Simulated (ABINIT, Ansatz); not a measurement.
**CO2 (P4_2/mnm): one start, several treatments of the self-energy**

Aim: compare treatments of exchange, screening and correlation for the gap of CO2 (P4_2/mnm).

Program: ABINIT 10.8.3. Level of theory: LDA and many-body steps on it, plane waves. Results are calculated unless marked as measured.

**1. The starting structure**

It takes space group P4_2/mnm (No. 136, tetragonal). The conventional cell has a = 4.227 Å, b = 4.227 Å, c = 4.688 Å, α = 90.00°, β = 90.00°, γ = 90.00°. Nearest to C lie 2 O at 1.17 Å. Nearest to O lie 1 C at 1.17 Å. Farther neighbours and most contacts between anions are not listed.

The cell and positions are those that the Materials Project relaxed with its own functionals (PBE, PBE+U or r2SCAN), kept fixed.

**2. Empty states on the mesh, 2×2×2 mesh, 166 bands**

This step: ABINIT 10.8.3; DFT, LDA, plane waves, norm-conserving pseudopotentials.

The sums over transitions need many empty states on a uniform mesh; this step solves for them.

The input, run.abi:

```
acell 3*1.0 Angstrom
rprim 
  4.227212790000 0.000000000000 0.000000000000
  0.000000000000 4.227212790000 0.000000000000
  0.000000000000 0.000000000000 4.687771590000
ntypat 2
znucl 6 8
natom 6
typat 1 1 2 2 2 2
xred 
  0.500000000000 0.500000000000 0.500000000000
  0.000000000000 0.000000000000 0.000000000000
  0.304826860000 0.695173140000 0.500000000000
  0.695173140000 0.304826860000 0.500000000000
  0.195173140000 0.195173140000 0.000000000000
  0.804826860000 0.804826860000 0.000000000000
pp_dirpath "pseudos"
pseudos "C.upf, O.upf"
ecut 37
ngkpt 2 2 2
nshiftk 1
shiftk 0 0 0
kptopt 1
chksymbreak 0
iscf -2
irdden 1
istwfk *1
nband 166
nbdbuf 14
tolwfr 1e-09
nstep 60
prtvol 0
indata_prefix "in"
outdata_prefix "out"
tmpdata_prefix "tmp"
```

Command:

```console
$ OMP_NUM_THREADS=1 mpirun -n 4 abinit run.abi > log
```

Numbers of over 12 decimals in the logs are rounded to 6 here.

What it wrote:

```text
.Version 10.8.3 of ABINIT. v10.8.2 released Aug 2026.

 Symmetries : space group P4_2/m n m (#136); Bravais tP (primitive tetrag.)
[... echo of the input left out ...]
== DATASET  1 ==================================================================
-   mpi_nproc: 4, omp_nthreads: 1 (-1 if OMP is not activated)

--- !DatasetInfo
iteration_state: {dtset: 1, }
dimensions: {natom: 6, nkpt: 6, mband: 166, nsppol: 1, nspinor: 1, nspden: 1, mpw: 6088, }
cutoff_energies: {ecut:  37.0, pawecutdg:  -1.0, }
[...]
2.62740    2.64346    2.65171    2.66574    2.66796    2.67507    2.68829    2.68829
   2.69934    2.81110    2.81110    2.86666    2.87318    2.87325    2.89562    2.89618
   2.89687    2.91556    2.91650    2.91724    2.92102    2.93347
 prteigrs : prtvol=0 or 1, do not print more k-points.

== END DATASET(S) ==============================================================
================================================================================

 -outvars: echo values of variables after computation  --------
            nband         166
             nkpt           6
          spgroup         136
 [... the other variables as echoed above ...]

 Calculation completed.
```

It took 62 s on 4 MPI ranks of Arm Neoverse V2, shared host; peak memory 0.39 GiB; 4.1 min of CPU time.

Numbers from this step:

```
gap                                                           : 6.325 eV
k of the valence top                                          : 0.5, 0.5, 0.5
k of the conduction bottom                                    : 0, 0, 0
least direct gap                                              : 6.811 eV
k points computed                                             : 6
lowest point of the top converged band, above the valence top : 76.5949 eV
```

On this mesh the gap is 6.325 eV.

The density comes from a self-consistent run that is not shown.

**3. Screening, 2×2×2 mesh, 71 bands, screening to 114.3 eV**

The RPA dielectric matrix is built and inverted for each q.

This step: RPA screening on LDA, plane waves, norm-conserving pseudopotentials.

run.abi, as its differences from that of step 2:

```diff
@@ -24,10 +24,11 @@
 chksymbreak 0
-iscf -2
-irdden 1
 istwfk *1
-nband 166
-nbdbuf 14
-tolwfr 1e-09
-nstep 60
-prtvol 0
+occopt 1
+irdwfk 1
+optdriver 3
+nband 71
+ecuteps 4.2
+inclvkb 2
+awtr 1
+symchi 1
 indata_prefix "in"
```

What it wrote:

```text
.Version 10.8.3 of ABINIT. v10.8.2 released Aug 2026.

 Symmetries : space group P4_2/m n m (#136); Bravais tP (primitive tetrag.)
[... echo of the input left out ...]
== DATASET  1 ==================================================================
-   mpi_nproc: 4, omp_nthreads: 1 (-1 if OMP is not activated)

--- !DatasetInfo
iteration_state: {dtset: 1, }
dimensions: {natom: 6, nkpt: 6, mband: 71, nsppol: 1, nspinor: 1, nspden: 1, mpw: 6088, }
cutoff_energies: {ecut:  37.0, pawecutdg:  -1.0, }
electrons: {nelect:   3.20000000E+01, charge:   0.00000000E+00, occopt:   1.00000000E+00, tsmear:   1.00000000E-02, }

 SCREENING: Calculation of the susceptibility and dielectric matrices

 Based on a program developped by R.W. Godby, V. Olevano, G. Onida, and L. Reining.
 Incorporated in ABINIT by V. Olevano, G.-M. Rignanese, and M. Torrent.
.Using double precision arithmetic ; gwpc =  8

[... cell and pseudopotentials left out ...]
--------------------------------------------------------------------------------

 ==== K-mesh for the wavefunctions ====
 Number of points in the irreducible wedge :     6
[... list of points left out ...]
 Together with 16 symmetry operations and time-reversal symmetry
 yields     8 points in the full Brillouin Zone.

 ==== Q-mesh for the screening function ====
 Number of points in the irreducible wedge :     6
[... list of points left out ...]
 Together with 16 symmetry operations and time-reversal symmetry
 yields     8 points in the full Brillouin Zone.

 setmesh: FFT mesh size selected  =    30x   30x   36
          total number of points  =        32400

 vcoul_init : cutoff-mode = AUXILIARY_FUNCTION
 q-points for optical limit:   1
     1)      0.000010    0.000020    0.000030

- screening: taking advantage of time-reversal symmetry
- Maximum band index for partially occupied states nbvw = 16
- Remaining bands to be divided among processors   nbcw = 55
- Number of bands treated by each node ~13

 Number of electrons calculated from density =   32.0000; Expected =   32.0000
 average of density, n =  0.056608
 r_s =    1.6156
 omega_plasma =   22.9506 [eV]

 calculating chi0 at frequencies [eV] :
  1    0.000000E+00    0.000000E+00
  2    0.000000E+00    2.295065E+01

--------------------------------------------------------------------------------
  q-point number  1        q = ( 0.000000, 0.000000, 0.000000) [r.l.u.]
--------------------------------------------------------------------------------
[... chi0 elements left out ...]
 For q-point:  0.000010 0.000020 0.000030
  dielectric constant =   1.8751
  dielectric constant without local fields =   2.2716

  Average fulfillment of the sum rule on Im[epsilon] for q-point    1 :     43.59  [%]
[... wings left out ...]
  q-point number  2        q = ( 0.500000, 0.000000, 0.000000) [r.l.u.]
--------------------------------------------------------------------------------
[... chi0 elements left out ...]
  Average fulfillment of the sum rule on Im[epsilon] for q-point    2 :     53.06  [%]

 [... 4 further q-points ...]
```

Run time: 9.6 s. Hardware: 4 MPI ranks; peak memory 0.86 GiB; 38 s of CPU time.

This step gave:

```
ε∞ with local fields, on this mesh, along the program's q direction : 1.875
the same without local fields                                       : 2.272
plasma frequency                                                    : 22.95 eV
plane waves in the screening matrix                                 : 237
```

Local fields lower ε∞ by 17 %. On a Γ-centred mesh this coarse the value itself is usually too large, while a short band sum pulls it down.

**4. G0W0, Godby-Needs plasmon pole**

The self-energy is evaluated for the states that the input lists, and the levels follow from it, in one-shot runs by the linearised quasiparticle equation.

This step: G0W0 on LDA, plane waves, norm-conserving pseudopotentials.

run.abi, as its differences from that of step 3:

```diff
@@ -27,8 +27,17 @@
 irdwfk 1
-optdriver 3
+optdriver 4
 nband 71
+gwcalctyp 0
+ecutsigx 37
+symsigma 1
+nkptgw 2
+kptgw 
+  0.5000000000 0.5000000000 0.5000000000
+  0.0000000000 0.0000000000 0.0000000000
+bdgw 
+  15 18
+  15 18
 ecuteps 4.2
-inclvkb 2
-awtr 1
-symchi 1
+irdscr 1
+ppmodel 1
 indata_prefix "in"
```

What it wrote:

```text
.Version 10.8.3 of ABINIT. v10.8.2 released Aug 2026.

 Symmetries : space group P4_2/m n m (#136); Bravais tP (primitive tetrag.)
[... echo of the input left out ...]
== DATASET  1 ==================================================================
-   mpi_nproc: 4, omp_nthreads: 1 (-1 if OMP is not activated)

--- !DatasetInfo
iteration_state: {dtset: 1, }
dimensions: {natom: 6, nkpt: 6, mband: 71, nsppol: 1, nspinor: 1, nspden: 1, mpw: 6088, }
cutoff_energies: {ecut:  37.0, pawecutdg:  -1.0, }
electrons: {nelect:   3.20000000E+01, charge:   0.00000000E+00, occopt:   1.00000000E+00, tsmear:   1.00000000E-02, }

 SIGMA: Calculation of the GW corrections

 Based on a program developped by R.W. Godby, V. Olevano, G. Onida, and L. Reining.
 Incorporated in ABINIT by V. Olevano, G.-M. Rignanese, and M. Torrent.
.Using double precision arithmetic ; gwpc =  8

[... cell and pseudopotentials left out ...]
--------------------------------------------------------------------------------

 ==== K-mesh for the wavefunctions ====
 Number of points in the irreducible wedge :     6
[... list of points left out ...]
 Together with 16 symmetry operations and time-reversal symmetry
 yields     8 points in the full Brillouin Zone.

 ==== Q-mesh for screening function ====
 Number of points in the irreducible wedge :     6
[... list of points left out ...]
 Together with 16 symmetry operations and time-reversal symmetry
 yields     8 points in the full Brillouin Zone.

 vcoul_init : cutoff-mode = AUXILIARY_FUNCTION
 q-points for optical limit:   1
     1)      0.000010    0.000020    0.000030
 setmesh: FFT mesh size selected  =    48x   48x   54
          total number of points  =       124416

 Number of electrons calculated from density =   32.0000; Expected =   32.0000
 average of density, n =  0.056608
 r_s =    1.6156
 omega_plasma =   22.9506 [eV]

 === KS Band Gaps ===
  >>>> For spin  1
   Minimum direct gap =   6.8109 [eV], located at k-point      :   0.0000  0.0000  0.0000
   Fundamental gap    =   6.3247 [eV], Top of valence bands at :   0.5000  0.5000  0.5000
                                       Bottom of conduction at :   0.0000  0.0000  0.0000
 SIGMA fundamental parameters:
 PLASMON POLE MODEL  1
 number of plane-waves for SigmaX                 6085
 number of plane-waves for SigmaC and W            237
 number of plane-waves for wavefunctions          6085
 number of bands                                    71
 number of independent spin polarizations            1
 number of spinorial components                      1
 number of k-points in IBZ                           6
 number of q-points in IBZ                           6
 number of symmetry operations                      16
 number of k-points in BZ                            8
 number of q-points in BZ                            8
 number of frequencies for dSigma/dE                 9
 frequency step for dSigma/dE [eV]                0.25
 number of omega for Sigma on real axis              0
 max omega for Sigma on real axis  [eV]           0.00
 zcut for avoiding poles [eV]                     0.10

 EPSILON^-1 parameters (SCR file):
 dimension of the eps^-1 matrix on file            237
 dimension of the eps^-1 matrix used               237
 number of plane-waves for wavefunctions          6085
 number of bands                                    71
 number of q-points in IBZ                           6
 number of frequencies                               2
 number of real frequencies                          1
 number of imag frequencies                          1

 matrix elements of self-energy operator (all in [eV])

 Perturbative Calculation

--- !SelfEnergy_ee
iteration_state: {dtset: 1, }
kpoint     : [   0.500,    0.500,    0.500, ]
spin       : 1
KS_gap     :    7.549
QP_gap     :   12.671
Delta_QP_KS:    5.122
data: !SigmaeeData |
     Band     E0 <VxcDFT>   SigX SigC(E0)      Z dSigC/dE  Sig(E)    E-E0       E
       15  -3.443 -19.940 -25.029   3.209   0.827  -0.209 -21.495  -1.555  -4.998
       16  -3.443 -19.940 -25.029   3.209   0.827  -0.209 -21.495  -1.555  -4.998
       17   4.107 -15.387  -9.238  -1.989   0.857  -0.166 -11.820   3.567   7.674
       18   4.107 -15.387  -9.238  -1.989   0.857  -0.166 -11.820   3.567   7.674

--- !SelfEnergy_ee
iteration_state: {dtset: 1, }
kpoint     : [   0.000,    0.000,    0.000, ]
spin       : 1
KS_gap     :    6.811
QP_gap     :   10.692
Delta_QP_KS:    3.881
data: !SigmaeeData |
     Band     E0 <VxcDFT>   SigX SigC(E0)      Z dSigC/dE  Sig(E)    E-E0       E
       15  -3.929 -19.297 -24.471   3.216   0.829  -0.207 -20.920  -1.622  -5.551
       16  -3.929 -19.297 -24.471   3.216   0.829  -0.207 -20.920  -1.622  -5.551
       17   2.882 -10.698  -5.594  -2.556   0.887  -0.128  -8.439   2.259   5.140
       18   3.900 -16.175 -10.078  -1.743   0.853  -0.173 -12.463   3.712   7.612

== END DATASET(S) ==============================================================
================================================================================

 -outvars: echo values of variables after computation  --------
           etotal      0.0000000000E+00
            nband          71
             nkpt           6
          spgroup         136
 [... the other variables as echoed above ...]

 Calculation completed.
```

Wall time 4.1 s (4 MPI ranks); peak memory 0.65 GiB; 16 s of CPU time.

Numbers from this step:

* G0W0 gap on the points computed: 10.14 eV
* starting gap on the mesh: 6.325 eV
* k of the valence top: 0.5, 0.5, 0.5
* k of the conduction bottom: 0, 0, 0
* Z at the valence top: 0.827
* Z at the conduction bottom: 0.887
* least direct G0W0 gap on the computed points: 10.69 eV

The gap on the mesh goes from 6.32 eV to 10.14 eV, a correction of +3.81 eV.

**5. G0W0, Engel-Farid plasmon pole**

run.abi, as its differences from that of step 4:

```diff
@@ -41,3 +41,3 @@
 irdscr 1
-ppmodel 1
+ppmodel 4
 indata_prefix "in"
```

What it wrote:

```text
.Version 10.8.3 of ABINIT. v10.8.2 released Aug 2026.

 Symmetries : space group P4_2/m n m (#136); Bravais tP (primitive tetrag.)
[... echo of the input left out ...]
== DATASET  1 ==================================================================
-   mpi_nproc: 4, omp_nthreads: 1 (-1 if OMP is not activated)

--- !DatasetInfo
iteration_state: {dtset: 1, }
dimensions: {natom: 6, nkpt: 6, mband: 71, nsppol: 1, nspinor: 1, nspden: 1, mpw: 6088, }
cutoff_energies: {ecut:  37.0, pawecutdg:  -1.0, }
electrons: {nelect:   3.20000000E+01, charge:   0.00000000E+00, occopt:   1.00000000E+00, tsmear:   1.00000000E-02, }

 SIGMA: Calculation of the GW corrections

 Based on a program developped by R.W. Godby, V. Olevano, G. Onida, and L. Reining.
 Incorporated in ABINIT by V. Olevano, G.-M. Rignanese, and M. Torrent.
.Using double precision arithmetic ; gwpc =  8

[... cell and pseudopotentials left out ...]
--------------------------------------------------------------------------------

 ==== K-mesh for the wavefunctions ====
 Number of points in the irreducible wedge :     6
[... list of points left out ...]
 Together with 16 symmetry operations and time-reversal symmetry
 yields     8 points in the full Brillouin Zone.

 ==== Q-mesh for screening function ====
 Number of points in the irreducible wedge :     6
[... list of points left out ...]
 Together with 16 symmetry operations and time-reversal symmetry
 yields     8 points in the full Brillouin Zone.

 vcoul_init : cutoff-mode = AUXILIARY_FUNCTION
 q-points for optical limit:   1
     1)      0.000010    0.000020    0.000030
 setmesh: FFT mesh size selected  =    48x   48x   54
          total number of points  =       124416

 Number of electrons calculated from density =   32.0000; Expected =   32.0000
[...]
number of omega for Sigma on real axis              0
 max omega for Sigma on real axis  [eV]           0.00
 zcut for avoiding poles [eV]                     0.10

 EPSILON^-1 parameters (SCR file):
 dimension of the eps^-1 matrix on file            237
 dimension of the eps^-1 matrix used               237
 number of plane-waves for wavefunctions          6085
 number of bands                                    71
 number of q-points in IBZ                           6
 number of frequencies                               2
 number of real frequencies                          1
 number of imag frequencies                          1

 matrix elements of self-energy operator (all in [eV])

 Perturbative Calculation

--- !SelfEnergy_ee
iteration_state: {dtset: 1, }
kpoint     : [   0.500,    0.500,    0.500, ]
spin       : 1
KS_gap     :    7.549
QP_gap     :   12.799
Delta_QP_KS:    5.250
data: !SigmaeeData |
     Band     E0 <VxcDFT>   SigX SigC(E0)      Z dSigC/dE  Sig(E)    E-E0       E
       15  -3.443 -19.940 -25.029   3.193   0.844  -0.185 -21.540  -1.600  -5.042
       16  -3.443 -19.940 -25.029   3.193   0.844  -0.185 -21.540  -1.599  -5.042
       17   4.107 -15.387  -9.238  -1.964   0.872  -0.147 -11.737   3.650   7.757
[...]
--- !SelfEnergy_ee
iteration_state: {dtset: 1, }
kpoint     : [   0.000,    0.000,    0.000, ]
spin       : 1
KS_gap     :    6.811
QP_gap     :   10.733
Delta_QP_KS:    3.922
data: !SigmaeeData |
     Band     E0 <VxcDFT>   SigX SigC(E0)      Z dSigC/dE  Sig(E)    E-E0       E
[...]
17   2.882 -10.698  -5.594  -2.617   0.900  -0.111  -8.460   2.238   5.120
       18   3.900 -16.175 -10.078  -1.705   0.868  -0.153 -12.365   3.809   7.710

== END DATASET(S) ==============================================================
================================================================================

 -outvars: echo values of variables after computation  --------
           etotal      0.0000000000E+00
            nband          71
             nkpt           6
          spgroup         136
 [... the other variables as echoed above ...]

 Calculation completed.
```

Elapsed: 3.2 s, on 4 MPI ranks; peak memory 0.63 GiB.

Numbers from this step:

```yaml
g0w0_gap_on_the_points_computed: 10.16 eV
starting_gap_on_the_mesh: 6.325 eV
k_of_the_valence_top: 0.5, 0.5, 0.5
k_of_the_conduction_bottom: 0, 0, 0
z_at_the_valence_top: 0.844
z_at_the_conduction_bottom: 0.9
least_direct_g0w0_gap_on_the_computed_points: 10.73 eV
```

Against G0W0 in ABINIT (2×2×2 mesh, 71 bands, screening to 114.3 eV, Godby-Needs plasmon pole), the gap moves by +0.024 eV.

**6. G0W0, Hybertsen-Louie plasmon pole**

run.abi, as its differences from that of step 5:

```diff
@@ -41,3 +41,3 @@
 irdscr 1
-ppmodel 4
+ppmodel 2
 indata_prefix "in"
```

What it wrote:

```text
.Version 10.8.3 of ABINIT. v10.8.2 released Aug 2026.

 Symmetries : space group P4_2/m n m (#136); Bravais tP (primitive tetrag.)
[... echo of the input left out ...]
== DATASET  1 ==================================================================
-   mpi_nproc: 4, omp_nthreads: 1 (-1 if OMP is not activated)

--- !DatasetInfo
iteration_state: {dtset: 1, }
dimensions: {natom: 6, nkpt: 6, mband: 71, nsppol: 1, nspinor: 1, nspden: 1, mpw: 6088, }
cutoff_energies: {ecut:  37.0, pawecutdg:  -1.0, }
[...]
Band     E0 <VxcDFT>   SigX SigC(E0)      Z dSigC/dE  Sig(E)    E-E0       E
[...]
17   2.882 -10.698  -5.594  -2.763   0.917  -0.090  -8.551   2.146   5.028
       18   3.900 -16.175 -10.078  -1.998   0.899  -0.112 -12.490   3.685   7.585

== END DATASET(S) ==============================================================
================================================================================

 -outvars: echo values of variables after computation  --------
           etotal      0.0000000000E+00
            nband          71
             nkpt           6
          spgroup         136
 [... the other variables as echoed above ...]

 Calculation completed.
```

Run time: 4.1 s. Hardware: 4 MPI ranks; peak memory 0.64 GiB; 16 s of CPU time.

Numbers from this step:

* G0W0 gap on the points computed: 10.26 eV
* starting gap on the mesh: 6.325 eV
* k of the valence top: 0.5, 0.5, 0.5
* k of the conduction bottom: 0, 0, 0
* least direct G0W0 gap on the computed points: 10.89 eV

Against G0W0 in ABINIT (2×2×2 mesh, 71 bands, screening to 114.3 eV, Godby-Needs plasmon pole), the gap moves by +0.125 eV.

(Continued in part 2 of 2.)

[Paths, hosts, dates, memory and timing lines, banners, echoed tables and standing remarks are left out of the program output.]

[Logs are printed without paths, hosts, clocks, repeated set-up lines and the standing remarks that a program may print on its own settings, such as how far it seeks lower states.]

[Runs of the session that timed out or met a known fault of the program may be left out.]

[Hosts, paths, dates, database ids (printed as entryN), source tags and the programs' standing remarks are cut or masked in the printed files.]

[G0W0 gaps are taken among the corrected bands and points alone; a level outside them can change the order at an edge.]

[Where Ansatz stands beside ABINIT at settings called matched, ABINIT's density can come from a denser mesh and the files from another edition; pairs whose starting gaps differed by over 0.03 eV were left out, so agreement reads better than it is.]
